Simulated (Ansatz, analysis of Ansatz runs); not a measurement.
# A hop of O in ZnWO4 (P2/c), charge +2, part 2 of 2

Aim: the barrier of one jump in ZnWO4 (P2/c) at charge +2: V_O hop (2.7 Å). The model is a cell of 48 host atoms with 1 O taken out; O is the atom that moves.

Ansatz 0.2.0; plane-wave PAW DFT, PBEsol; nudged elastic band between two relaxed defect structures at fixed charge in a uniform background.

So far: Set-up; Relaxation of the start point, charge +2; Relaxation of the end point, charge +2.

### Step 4. Nudged elastic band, charge +2

3 movable images are laid between the ends on a pair-potential path, which keeps atoms from colliding in the first guess. Each image feels the true force across the path and a spring force along it. The highest image is set to climb to the top of the path.

This step: plane-wave PAW DFT, PBEsol; nudged elastic band between two relaxed defect structures at fixed charge in a uniform background.

qp2_c48k1s.neb/input.yaml reads:

```yaml
crystal:
  lattice:
    - [-4.71562392, 5.71544882, 4.90712526]
    - [4.61509776, -5.71544882, 4.90733612]
    - [4.71562392, 5.71544882, -4.90712526]
  atoms:
    - { symbol: Zn, position: [0.22124672, 0.13253739, 0.59308573] }
    - { symbol: Zn, position: [0.20842333, 0.61911661, 0.08388748] }
    - { symbol: Zn, position: [0.71131033, 0.12187279, 0.08251213] }
    - { symbol: Zn, position: [0.73043986, 0.65785015, 0.6070276] }
    - { symbol: Zn, position: [0.26869837, 0.37427463, 0.40578527] }
    - { symbol: Zn, position: [0.28780815, 0.88317159, 0.92806118] }
    - { symbol: Zn, position: [0.78454564, 0.37815287, 0.9080271] }
    - { symbol: Zn, position: [0.80687742, 0.86652171, 0.40669869] }
    - { symbol: W, position: [0.46780652, 0.37721384, 0.09245784] }
    - { symbol: W, position: [0.44883409, 0.8608646, 0.59775995] }
    - { symbol: W, position: [0.96332052, 0.3808731, 0.59141029] }
    - { symbol: W, position: [0.96869069, 0.87899492, 0.09120383] }
    - { symbol: W, position: [0.03848774, 0.13303632, 0.91331257] }
    - { symbol: W, position: [0.02594584, 0.61915975, 0.4033308] }
    - { symbol: W, position: [0.54952135, 0.07018608, 0.40805927] }
    - { symbol: W, position: [0.53481803, 0.62420213, 0.90720908] }
    - { symbol: O, position: [0.07904759, 0.42778238, 0.44273483] }
    - { symbol: O, position: [0.08390943, 0.92600053, 0.94198135] }
    - { symbol: O, position: [0.58859315, 0.42827694, 0.94810192] }
    - { symbol: O, position: [0.58718213, 0.89372503, 0.42952527] }
    - { symbol: O, position: [0.27224308, 0.32892612, 0.16539881] }
    - { symbol: O, position: [0.26747066, 0.82258103, 0.67243748] }
    - { symbol: O, position: [0.75526223, 0.32232405, 0.64986581] }
    - { symbol: O, position: [0.77154176, 0.82728916, 0.15947686] }
    - { symbol: O, position: [0.41964675, 0.07358599, 0.55343249] }
    - { symbol: O, position: [0.4140006, 0.57670507, 0.0532461] }
    - { symbol: O, position: [0.91431623, 0.07896811, 0.05539915] }
    - { symbol: O, position: [0.90376045, 0.57224216, 0.54895515] }
    - { symbol: O, position: [0.23360037, 0.18025398, 0.8418213] }
    - { symbol: O, position: [0.23052902, 0.67567738, 0.3439667] }
    - { symbol: O, position: [0.72256226, 0.17421399, 0.33246041] }
    - { symbol: O, position: [0.73194942, 0.67551243, 0.83637341] }
    - { symbol: O, position: [0.48803764, 0.17218864, 0.06243577] }
    - { symbol: O, position: [0.48461956, 0.66231408, 0.56136339] }
    - { symbol: O, position: [0.98017715, 0.17367684, 0.55459529] }
    - { symbol: O, position: [0.98863524, 0.67330639, 0.05984668] }
    - { symbol: O, position: [0.14755229, 0.08647026, 0.31629391] }
    - { symbol: O, position: [0.13545771, 0.58146843, 0.81648446] }
    - { symbol: O, position: [0.63642648, 0.07645075, 0.80618131] }
    - { symbol: O, position: [0.63968554, 0.57617074, 0.32363198] }
    - { symbol: O, position: [0.0115918, 0.33412249, 0.94144661] }
    - { symbol: O, position: [0.02486219, 0.83807753, 0.44564636] }
    - { symbol: O, position: [0.51235432, 0.82794338, 0.93691595] }
    - { symbol: O, position: [0.36684133, 0.41751565, 0.67528846] }
    - { symbol: O, position: [0.36449514, 0.92357268, 0.1878106] }
    - { symbol: O, position: [0.85565581, 0.42122428, 0.17836161] }
    - { symbol: O, position: [0.86721139, 0.93446804, 0.6833529] }
total_charge: 2
basis:
  ecutwfc: 420
  xc_grid: 2
hamiltonian:
  xc: pbesol
kpoints:
  mp_grid: { grid: [1, 1, 1], shift: [0.25, 0.25, 0.25] }
scf:
  occupations: { method: fixed }
  max_iter: 120
output:
  forces: true
neb:
  images: 3
  f_tol: 0.04
  climbing: true
  initial_path: idpp
  max_iterations: 45
  order_check: false
  final_atoms:
    - { symbol: Zn, position: [0.19974193, 0.09233862, 0.57190745] }
    - { symbol: Zn, position: [0.21114932, 0.62816718, 0.08873973] }
[... 1 atom line left out ...]
    - { symbol: Zn, position: [0.71101332, 0.61759526, 0.58801193] }
    - { symbol: Zn, position: [0.28205361, 0.37575434, 0.3937] }
[... 9 atom lines left out ...]
    - { symbol: W, position: [0.53357225, 0.12590058, 0.40993086] }
    - { symbol: W, position: [0.58841625, 0.67993705, 0.9786601] }
[... 2 atom lines left out ...]
    - { symbol: O, position: [0.57814532, 0.42781456, 0.9323137] }
[... 3 atom lines left out ...]
    - { symbol: O, position: [0.77046164, 0.32193913, 0.65969342] }
[... 1 atom line left out ...]
    - { symbol: O, position: [0.41143572, 0.07463409, 0.55580102] }
[... 6 atom lines left out ...]
    - { symbol: O, position: [0.73053883, 0.67665527, 0.84551152] }
[... 1 atom line left out ...]
    - { symbol: O, position: [0.48038209, 0.6636691, 0.5604107] }
[... 2 atom lines left out ...]
    - { symbol: O, position: [0.14965503, 0.08787644, 0.32168773] }
[... 6 atom lines left out ...]
    - { symbol: O, position: [0.50835701, 0.33258917, 0.44861529] }
[... 2 atom lines left out ...]
    - { symbol: O, position: [0.85812505, 0.91201735, 0.68616308] }
```

On the command line:

```sh
> ansatz run input.yaml --threads 32 --pin off --max-ram 84787MiB --backend cuda --events-out ev --progress --plain --runs-dir out --max-vram 78GiB
```

Numbers of over 12 decimals in the logs are rounded to 6 here.

The program printed:

```text
[...]
Warning: neb: disabling space-group detection — the band's intermediate images generally break the endpoint symmetry, so the full k-mesh is solved, and no spatial operation symmetrises the density, except that a semilocal band can use its path's symmetry [...]
[...]
parallel-image band execution: 3 concurrent image workers
NEB image 0
[...]
Crystal: 47 atoms, lattice volume = 523.398 Å³
Basis set: ecut = 420 eV, 10245 PW (Γ), exchange–correlation on 120×120×120 points (8 copies of the dense FFT grid, shifted against one another)
Bands: 243, of which v1, the nominal top of the filled ones, is band 196 counted from 1 (195 counted from 0)
Symmetry: 1 space group operations
k-points: 1
[...]
SCF iter   1: F=—  HF=-125719.780329 eV  |F-HF|=—  |Δ(HF+E_count)|=         —  Δρ=1.87e-2  dr2=1.77e0  ethr=1.77e-3  ⟨swp⟩=5.0  Hψ=761  notcnv=0  defer=42
[...]
SCF iter   2: F=—  HF=-125719.373086 eV  |F-HF|=—  |Δ(HF+E_count)|=   4.07e-1  Δρ=5.57e-3  dr2=1.89e-1  ethr=4.53e-4  ⟨swp⟩=2.0  Hψ=373  notcnv=0  defer=42
[...]
SCF iter  12: F=-125719.317800 eV  HF=-125719.317800 eV  |F-HF|=3.06e-8  |Δ(HF+E_count)|=   2.15e-7  Δρ=3.76e-6  dr2=7.65e-8  ethr=2.55e-11  ⟨swp⟩=5.0  Hψ=804  notcnv=0
SCF 1 converged in 12 iterations: F = -125719.317800 eV  dr2 = 7.65e-8
[...]
NSCF: frozen V_eff on 1 k-points
NEB image 4
[...]
SCF 2 converged in 12 iterations: F = -125719.317766 eV  dr2 = 7.17e-8
[...]
NEB end point (image 0): max|allowed force component| = 4.559e-3 eV/Å (the criterion of neb.relax_end_points is 1.000e-2)
[...]
SCF 3 converged in 13 iterations: F = -125717.562711 eV  dr2 = 3.10e-8
[...]
SCF 5 converged in 13 iterations: F = -125717.486054 eV  dr2 = 2.39e-8
[...]
SCF 7 converged in 11 iterations: F = -125716.616109 eV  dr2 = 3.91e-8
[...]
SCF 9 converged in 11 iterations: F = -125718.418201 eV  dr2 = 8.36e-8
[...]
SCF 11 converged in 12 iterations: F = -125718.281494 eV  dr2 = 5.66e-9
[...]
SCF 13 converged in 10 iterations: F = -125717.032395 eV  dr2 = 3.58e-8
[...]
SCF 15 converged in 9 iterations: F = -125718.575635 eV  dr2 = 1.75e-8
[...]
SCF 17 converged in 9 iterations: F = -125718.562454 eV  dr2 = 2.41e-8
[...]
SCF 19 converged in 9 iterations: F = -125717.091970 eV  dr2 = 7.64e-8
[...]
SCF 21 converged in 9 iterations: F = -125718.548081 eV  dr2 = 6.18e-9
[...]
SCF 23 converged in 9 iterations: F = -125718.556629 eV  dr2 = 8.18e-9
[...]
SCF 25 converged in 9 iterations: F = -125717.127567 eV  dr2 = 8.99e-8
[...]
SCF 27 converged in 9 iterations: F = -125718.511856 eV  dr2 = 8.04e-9
[...]
SCF 29 converged in 9 iterations: F = -125718.516488 eV  dr2 = 6.71e-9
[...]
SCF 31 converged in 9 iterations: F = -125717.146073 eV  dr2 = 4.31e-8
[...]
SCF 33 converged in 7 iterations: F = -125718.488570 eV  dr2 = 8.36e-8
[...]
SCF 35 converged in 8 iterations: F = -125718.492739 eV  dr2 = 5.22e-8
[...]
SCF 37 converged in 8 iterations: F = -125717.148643 eV  dr2 = 6.84e-8
[...]
SCF converged after 8 iterations
[...]
this run last wrote the band of iteration 12 to <dir>
--- NEB band (5 images, 12 band iterations, 372 SCF iterations) ---
  forward barrier  = 2.169157 eV
  backward barrier = 2.169123 eV
  climbing image's point = of an order that was not read
  energies are F+E_penalty+E_count in eV, relative to image 0
  image     s (Å)  Δ vs image 0  max|band force component| (eV/Å)
      0    0.0000      0.000000                                 —
      1    0.9912      0.832446                          1.426e-2
  *   2    1.9826      2.169157                          2.514e-2
      3    2.9702      0.828627                          1.354e-2
      4    3.9577      0.000034                                 —
  climbing-image geometry (image 2):
  cell:  # Å, volume = 523.3981 Å³
    - [-4.71562392, 5.71544882, 4.90712526]
    - [4.61509776, -5.71544882, 4.90733612]
    - [4.71562392, 5.71544882, -4.90712526]
  atoms:
    - { symbol: Zn, position: [0.192313, 0.103877, 0.576212] }
    - { symbol: Zn, position: [0.227577, 0.624745, 0.089054] }
    - { symbol: Zn, position: [0.714303, 0.124085, 0.101336] }
    - { symbol: Zn, position: [0.721801, 0.644925, 0.587460] }
    - { symbol: Zn, position: [0.280806, 0.375125, 0.405154] }
    - { symbol: Zn, position: [0.296344, 0.875229, 0.920899] }
    - { symbol: Zn, position: [0.799198, 0.375047, 0.923634] }
    - { symbol: Zn, position: [0.773418, 0.874903, 0.397797] }
    - { symbol: W, position: [0.460894, 0.367743, 0.078618] }
    - { symbol: W, position: [0.460755, 0.871005, 0.599696] }
    - { symbol: W, position: [0.961764, 0.382586, 0.593023] }
    - { symbol: W, position: [0.979935, 0.879518, 0.090090] }
    - { symbol: W, position: [0.033725, 0.128276, 0.910585] }
    - { symbol: W, position: [0.032540, 0.621206, 0.404608] }
    - { symbol: W, position: [0.532238, 0.144394, 0.452121] }
    - { symbol: W, position: [0.558725, 0.605564, 0.886770] }
    - { symbol: O, position: [0.082818, 0.422363, 0.446404] }
    - { symbol: O, position: [0.101447, 0.938206, 0.954278] }
    - { symbol: O, position: [0.586060, 0.409730, 0.926751] }
    - { symbol: O, position: [0.577375, 0.941450, 0.449530] }
    - { symbol: O, position: [0.274819, 0.328177, 0.160065] }
    - { symbol: O, position: [0.266591, 0.812440, 0.662886] }
    - { symbol: O, position: [0.768008, 0.340566, 0.675905] }
    - { symbol: O, position: [0.759187, 0.808632, 0.135597] }
    - { symbol: O, position: [0.398363, 0.059915, 0.571933] }
    - { symbol: O, position: [0.411671, 0.557974, 0.019266] }
    - { symbol: O, position: [0.915157, 0.078365, 0.056007] }
    - { symbol: O, position: [0.908420, 0.575555, 0.553268] }
    - { symbol: O, position: [0.228048, 0.174237, 0.832226] }
    - { symbol: O, position: [0.227958, 0.672013, 0.336105] }
    - { symbol: O, position: [0.712171, 0.191989, 0.352933] }
    - { symbol: O, position: [0.763695, 0.690828, 0.838688] }
    - { symbol: O, position: [0.489480, 0.169123, 0.056332] }
    - { symbol: O, position: [0.490668, 0.663443, 0.542462] }
    - { symbol: O, position: [0.970241, 0.167791, 0.552234] }
    - { symbol: O, position: [0.999932, 0.679137, 0.069770] }
    - { symbol: O, position: [0.130360, 0.087230, 0.327737] }
    - { symbol: O, position: [0.138464, 0.581251, 0.820089] }
    - { symbol: O, position: [0.641136, 0.071190, 0.819849] }
    - { symbol: O, position: [0.634904, 0.582151, 0.302037] }
    - { symbol: O, position: [0.018334, 0.335733, 0.943108] }
    - { symbol: O, position: [0.001170, 0.818590, 0.431669] }
    - { symbol: O, position: [0.496558, 0.778137, 0.896143] }
    - { symbol: O, position: [0.468846, 0.376030, 0.592335] }
    - { symbol: O, position: [0.368855, 0.973062, 0.217689] }
    - { symbol: O, position: [0.857746, 0.413888, 0.181858] }
    - { symbol: O, position: [0.863211, 0.930710, 0.682111] }
```

The job ended after 9.5 s (1 × NVIDIA GB200 with 32 threads of Arm Neoverse V2, shared host; peak memory 1.5 GiB; 45 s of CPU time).

The path, image by image:

| image | path (Å) | energy (eV) | O44: x, y, z (Å) |
| --- | --- | --- | --- |
| 0 | 0.000 | 0.0000 | 3.381, 3.570, 0.535 |
| 1 | 0.991 | 0.8324 | 2.913, 3.747, 0.881 |
| 2 | 1.983 | 2.1692 | 2.318, 3.916, 1.239 |
| 3 | 2.970 | 0.8286 | 1.722, 3.747, 1.588 |
| 4 | 3.958 | 0.0000 | 1.253, 3.569, 1.925 |

This step gave:

```
free energy      : -125717.1486 eV
barrier forward  : 2.169 eV
barrier backward : 2.169 eV
end less start   : 3.44e-5 eV
hop length       : 2.542 Å
```

Track of the atom that was set to move:

| image | x (Å) | y (Å) | z (Å) | nearest neighbour | distance (Å) |
| --- | --- | --- | --- | --- | --- |
| 0 | 3.381 | 3.57 | 0.535 | W | 1.813 |
| 1 | 2.913 | 3.747 | 0.881 | W | 1.853 |
| 2 | 2.318 | 3.916 | 1.239 | Zn | 2.139 |
| 3 | 1.722 | 3.747 | 1.588 | W | 1.855 |
| 4 | 1.253 | 3.569 | 1.925 | W | 1.813 |

The band met its tolerance of 0.04 eV/Å after 12 iterations, with image 2 on top (the start counts as 0). O44, which moves farthest between the ends, has 1 W at 1.81 Å and 1 Zn at 2.02 Å nearest at the start and 1 Zn at 2.14 Å and 2 W at 2.21 Å at the top.

### Step 5. Results

| Property | Result |
| --- | --- |
| barrier forward | 2.17 eV |
| barrier backward | 2.17 eV |
| end less start | 0.00 eV |
| hop length | 2.54 Å |
| band iterations, as the log counts them | 12 |

In words: The top of the band lies 2.17 eV above the start and 2.17 eV above the end, which are alike in energy and neighbours. In the end relaxations the farther half of the atoms moved by 0.10 Å r.m.s. or more, so the host itself may distort at this sampling, and part of the barrier may belong to that. The order of the top as a saddle was not checked for all atoms, so a bent path could be lower. No image-charge correction is applied; it largely cancels along a path if the charge stays localised alike. Limits: one k-point off the zone centre stands for the whole zone; periodic copies of the defect are only 8.8 Å apart; spin–orbit coupling, which can matter with heavy atoms, is left out.

[Logs are printed without paths, hosts, clocks, repeated set-up lines and the standing remarks that a program may print on its own settings, such as how far it seeks lower states.]

[Hosts, paths, dates, database ids (printed as entryN), source tags and the programs' standing remarks are cut or masked in the printed files.]
